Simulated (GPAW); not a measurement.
# C/Rh(110): work function by functional and basis, part 2 of 2

How far do functional and basis move the work function of C/Rh(110)?

GPAW 26.7.0; GPAW, PAW setups; slab in vacuum, relaxation (the session's first sound run).

So far, upper work function (eV): step 2 (relaxing the atoms, PBE, GPAW) 5.39; step 3 (the slab's potential, PBE, GPAW) 5.39; step 4 (self-consistent run: xc = "LDA") 5.76; step 5 (self-consistent run: xc = "RPBE") 5.23; step 6 (self-consistent run: xc = "vdW-DF2", GPAW, PAW setups, GPAW) 5.71.

### 7. OptPBE vdW: xc = "optPBE-vdW"

The same geometry under optPBE-vdW, to see how far the functional moves the levels against the vacuum (the van der Waals functionals take revPBE setups).

Input file run.py:

```python
import json
import numpy as np
from ase import Atoms
from gpaw import GPAW, PW

slab = Atoms(
    ['Rh', 'Rh', 'Rh', 'Rh', 'Rh', 'C'],
    positions=[
        [0.00000, 0.00000, 8.00000],
        [1.90000, 1.34350, 9.34350],
        [0.00000, 0.00000, 10.66428],
        [1.90000, 1.34350, 12.15166],
        [0.00000, 0.00000, 13.83088],
        [1.90000, 1.34350, 13.99037]],
    cell=[[3.8, 0.0, 0.0], [0.0, 2.68701, 0.0], [0.0, 0.0, 21.87401]],
    pbc=[True, True, False])

slab.calc = GPAW(mode=PW(500), xc='optPBE-vdW', kpts={'size': (8, 12, 1), 'gamma': True},
                 occupations={'name': 'fermi-dirac', 'width': 0.1}, nbands='160%',
                 convergence={'density': 1e-05}, maxiter=200,
                 poissonsolver={'dipolelayer': 'xy'},
                 symmetry={'tolerance': 1e-3}, txt='slab.txt')
result = {}
energy = slab.get_potential_energy()
fermi = slab.calc.get_fermi_level()
v = slab.calc.get_electrostatic_potential().mean((0, 1)) - fermi
n = slab.calc.get_pseudo_density().mean((0, 1))
L = slab.cell[2, 2]
z = np.arange(len(v)) * L / len(v)
low, high = slab.positions[:, 2].min(), slab.positions[:, 2].max()
below, above = np.interp([low - 5.8, high + 5.8], z, v)
slopes = [np.interp(x, z, np.gradient(v, z)) for x in (low - 5.8, high + 5.8)]
eps = np.array([[slab.calc.get_eigenvalues(k, s) for k in range(len(slab.calc.get_ibz_k_points()))]
                for s in range(slab.calc.get_number_of_spins())]) - fermi
top, bottom = eps[eps < 0].max(), eps[eps > 0].min()
dipole = slab.get_dipole_moment()[2]
print(f'energy {energy:.4f} eV, Fermi level {fermi:.4f} eV, dipole {dipole:.5f} e A')
print(f'potential 5.8 A off the faces, from the Fermi level: lower {below:.4f} eV, upper {above:.4f} eV')
print(f'slope of the potential there: lower {slopes[0]:.5f}, upper {slopes[1]:.5f} eV/A')
print(f'nearest levels on the mesh: {top:.4f} and {bottom:.4f} eV')
print('magnetic moment', round(slab.get_magnetic_moment(), 3))
result.update(energy=energy, fermi=fermi, dipole=dipole, below=below, above=above, slopes=slopes, edges=[top, bottom],
              z=z.tolist(), v=v.tolist(), n=n.tolist(), positions=slab.positions.tolist(),
              forces=slab.get_forces(apply_constraint=False).tolist(), moments=slab.get_magnetic_moments().tolist())
json.dump(result, open('result.json', 'w'))
```

The run is started by

```sh
$ OMP_NUM_THREADS=1 OPENBLAS_NUM_THREADS=1 python run.py
```

Elapsed: 9.6 min, on 1 thread of Arm Neoverse V1, shared host; peak memory 0.61 GiB.

Numbers from this step:

```yaml
dipole_along_the_normal: -0.05427 e·Å
levels_nearest_the_fermi_level_on_the_mesh: -0.001286, 0.003180 eV from the Fermi level
upper_work_function: 5.574 eV
lower_work_function: 4.612 eV
```

The electrostatic potential energy of an electron (without an applied field's), less the Fermi level, planar mean oscillates, so the rows of the table below give means over windows of 1.37 Å about each position, cut where the curve ends. Its maxima inside the range that stand out by 2 % of the span (Å: eV): 8.7: -7.75, 10.0: -8.51, 11.4: -5.96, 12.9: -3.57. Its minima: 8.0: -14.5, 9.4: -15.5, 10.7: -15.3, 12.1: -14.6, 13.9: -24.2.

Electrostatic potential energy of an electron (without an applied field's), less the Fermi level, planar mean against z; means over each step:

z (Å), electrostatic potential energy of an electron (without an applied field's), less the Fermi level, planar mean (eV) and a bar from the least value:
```
     0.69        4.7 ############################
     2.06        4.6 ############################
     3.43        4.6 ############################
     4.79        4.6 ############################
     6.17        4.1 ###########################
     7.54       -6.3 ##########
     8.91      -11.5 #
    10.28      -11.9 
    11.65      -10.0 ###
    13.02       -8.7 ######
    14.39      -10.1 ###
    15.76        5.1 #############################
    17.12        5.6 ##############################
    18.50        5.6 ##############################
    19.86        5.6 ##############################
    21.23        5.5 ##############################
```

The upper face's work function is 5.574 eV, against 5.387 eV in the first plane-wave PBE run at this geometry.

### 8. Self-consistent run: xc = "revPBE"

The same geometry under revPBE, to see how far the functional moves the levels against the vacuum.

Edit run.py of step 7 so:

```diff
@@ -17,3 +17,3 @@
 
-slab.calc = GPAW(mode=PW(500), xc='optPBE-vdW', kpts={'size': (8, 12, 1), 'gamma': True},
+slab.calc = GPAW(mode=PW(500), xc='revPBE', kpts={'size': (8, 12, 1), 'gamma': True},
                  occupations={'name': 'fermi-dirac', 'width': 0.1}, nbands='160%',
```

Elapsed: 10 min, on 1 thread; peak memory 0.44 GiB.

This step gave:

| Quantity | Value |
| --- | --- |
| dipole along the normal | -0.05636 e·Å |
| levels nearest the Fermi level on the mesh | -0.002924, 0.004943 eV from the Fermi level |
| upper work function | 5.246 eV |
| lower work function | 4.246 eV |

The electrostatic potential energy of an electron (without an applied field's), less the Fermi level, planar mean oscillates, so the rows of the table below give means over windows of 1.37 Å about each position, cut where the curve ends. Its maxima inside the range that stand out by 2 % of the span (Å: eV): 8.7: -7.82, 10.0: -8.59, 11.4: -6.03, 12.9: -3.60. Its minima: 8.0: -14.6, 9.4: -15.5, 10.7: -15.4, 12.1: -14.7, 13.9: -24.4.

Table of electrostatic potential energy of an electron (without an applied field's), less the Fermi level, planar mean by z; means over each step:

```csv
z (Å),"electrostatic potential energy of an electron (without an applied field's), less the Fermi level, planar mean (eV)"
0.69,4.32
2.06,4.25
3.43,4.25
4.79,4.23
6.17,3.78
7.54,-6.45
8.91,-11.6
10.28,-11.9
11.65,-10.1
13.02,-8.73
14.39,-10.3
15.76,4.79
17.12,5.24
18.50,5.25
19.86,5.25
21.23,5.20
```

The upper face's work function is 5.246 eV, against 5.387 eV in the first plane-wave PBE run at this geometry.

### 9. Real-space grid: mode = "fd"

A real-space grid is a second complete basis, so it checks the plane-wave result.

Edit run.py of step 8 so:

```diff
@@ -3,3 +3,3 @@
 from ase import Atoms
-from gpaw import GPAW, PW
+from gpaw import GPAW
 
@@ -17,3 +17,3 @@
 
-slab.calc = GPAW(mode=PW(500), xc='revPBE', kpts={'size': (8, 12, 1), 'gamma': True},
+slab.calc = GPAW(mode='fd', h=0.18, xc='PBE', kpts={'size': (8, 12, 1), 'gamma': True},
                  occupations={'name': 'fermi-dirac', 'width': 0.1}, nbands='160%',
```

Elapsed: 37 min, on 1 thread; peak memory 2 GiB.

This step gave:

* dipole along the normal: -0.05541 e·Å
* levels nearest the Fermi level on the mesh: -0.003796, 0.005804 eV from the Fermi level
* upper work function: 5.389 eV
* lower work function: 4.407 eV

The electrostatic potential energy of an electron (without an applied field's), less the Fermi level, planar mean oscillates, so the rows of the table below give means over windows of 1.37 Å about each position, cut where the curve ends. Its maxima inside the range that stand out by 2 % of the span (Å: eV): 8.7: -7.76, 10.0: -8.53, 11.4: -5.96, 12.9: -3.54. Its minima: 8.0: -14.5, 9.4: -15.5, 10.7: -15.3, 12.1: -14.6, 13.9: -24.3.

The electrostatic potential energy of an electron (without an applied field's), less the Fermi level, planar mean by z; means over each step:

z (Å), electrostatic potential energy of an electron (without an applied field's), less the Fermi level, planar mean (eV) and a bar from the least value:
```
     0.69        4.4 ############################
     2.06        4.4 ############################
     3.43        4.4 ############################
     4.79        4.4 ############################
     6.17        3.9 ###########################
     7.54       -6.4 ##########
     8.91      -11.6 #
    10.28      -11.9 
    11.65      -10.0 ###
    13.02       -8.7 ######
    14.39      -10.2 ###
    15.76        4.9 #############################
    17.12        5.4 ##############################
    18.50        5.4 ##############################
    19.86        5.4 ##############################
    21.23        5.4 ##############################
```

The upper face's work function is 5.389 eV, against 5.387 eV in the first plane-wave PBE run at this geometry.

### 10. Atomic orbitals: mode = "lcao"

Atom-centred orbitals end a few angstrom from the surface, which tests how much the density's tail matters.

Edit run.py of step 9 so:

```diff
@@ -17,4 +17,4 @@
 
-slab.calc = GPAW(mode='fd', h=0.18, xc='PBE', kpts={'size': (8, 12, 1), 'gamma': True},
-                 occupations={'name': 'fermi-dirac', 'width': 0.1}, nbands='160%',
+slab.calc = GPAW(mode='lcao', basis='dzp', h=0.18, xc='PBE', kpts={'size': (8, 12, 1), 'gamma': True},
+                 occupations={'name': 'fermi-dirac', 'width': 0.1}, nbands='120%',
                  convergence={'density': 1e-05}, maxiter=200,
```

The job ended after 48 min (1 thread; peak memory 0.52 GiB).

Numbers from this step:

```
dipole along the normal                    : -0.05866 e·Å
levels nearest the Fermi level on the mesh : -0.005791, 0.001346 eV from the Fermi level
upper work function                        : 5.454 eV
lower work function                        : 4.415 eV
```

The electrostatic potential energy of an electron (without an applied field's), less the Fermi level, planar mean oscillates, so the rows of the table below give means over windows of 1.37 Å about each position, cut where the curve ends. Its maxima inside the range that stand out by 2 % of the span (Å: eV): 8.7: -7.74, 10.0: -8.50, 11.4: -5.85, 12.9: -3.55. Its minima: 8.0: -14.5, 9.4: -15.6, 10.7: -15.3, 12.1: -14.6, 13.9: -24.4.

Table of electrostatic potential energy of an electron (without an applied field's), less the Fermi level, planar mean by z; means over each step:

```
z (Å)  electrostatic potential energy of an electron (without an applied field's), less the Fermi level, planar mean (eV)
 0.69                                                                                                                4.43
 2.06                                                                                                                4.41
 3.43                                                                                                                4.41
 4.79                                                                                                                4.40
 6.17                                                                                                                3.95
 7.54                                                                                                               -6.32
 8.91                                                                                                               -11.6
10.28                                                                                                               -11.9
11.65                                                                                                               -9.93
13.02                                                                                                               -8.71
14.39                                                                                                               -10.2
15.76                                                                                                                5.00
17.12                                                                                                                5.44
18.50                                                                                                                5.45
19.86                                                                                                                5.45
21.23                                                                                                                5.45
```

The upper face's work function is 5.454 eV, against 5.387 eV in the first plane-wave PBE run at this geometry.

### 11. The ladder

Times are for 1 thread of Arm Neoverse V1, shared host. The series side by side:

| no. | run | upper work function (eV) | lower work function (eV) | time | memory (GiB) |
| --- | --- | --- | --- | --- | --- |
| 1 | pw | 5.387 | 4.406 | 7.5 min | 0.44 |
| 2 | LDA | 5.762 | 4.790 | 8 min | 0.45 |
| 3 | RPBE | 5.229 | 4.227 | 8.7 min | 0.44 |
| 4 | vdW DF2 | 5.715 | 4.826 | 7.2 min | 0.61 |
| 5 | optPBE vdW | 5.574 | 4.612 | 9.6 min | 0.61 |
| 6 | revPBE | 5.246 | 4.246 | 10 min | 0.44 |
| 7 | fd | 5.389 | 4.407 | 37 min | 2 |
| 8 | lcao | 5.454 | 4.415 | 48 min | 0.52 |

### 12. Side by side

Results and costs are gathered.

This step: comparison of work functions, dipole and cost (GPAW 26.7.0).

Ladder, by row:

```csv
step,code,"work function, upper (eV)","work function, lower (eV)",dipole (e Å),wall time (s),peak memory (GiB),threads
pw,GPAW,5.387,4.406,-0.05536,451.9,0.44,1
LDA,GPAW,5.762,4.79,-0.05481,482.4,0.45,1
RPBE,GPAW,5.229,4.227,-0.05647,521.9,0.44,1
vdW-DF2,GPAW,5.715,4.826,-0.05013,429.1,0.61,1
optPBE-vdW,GPAW,5.574,4.612,-0.05427,573.2,0.61,1
revPBE,GPAW,5.246,4.246,-0.05636,622.7,0.44,1
fd,GPAW,5.389,4.407,-0.05541,2232,2,1
lcao,GPAW,5.454,4.415,-0.05866,2854,0.52,1
```

### 13. Summary of results

| Item | Value |
| --- | --- |
| work function, upper and lower face | 5.387 and 4.406 eV |
| dipole along the normal | -0.0554 e Å |

What this shows: With plane waves and PBE the work function is 5.39 eV on the upper face and 4.41 eV on the lower. The two faces differ by 0.98 eV, the step that the slab's dipole makes (e p/(ε0 A) gives 0.98 eV), so the dipole layer is needed. Over the sound runs of the table the upper face's work function spans 5.229 (RPBE) to 5.762 eV (LDA). The cell of 10.2 Å² holds one C, started on one chosen site; other sites and coverages weren't tried. The in-plane lattice was kept as typed, which isn't the functional's own and leaves some strain; spin-orbit coupling and temperature are left out.

[Logs are printed without paths, hosts, clocks, repeated set-up lines and the standing remarks that a program may print on its own settings, such as how far it seeks lower states.]

[Hosts, paths, dates, database ids (printed as entryN), source tags and the programs' standing remarks are cut or masked in the printed files.]
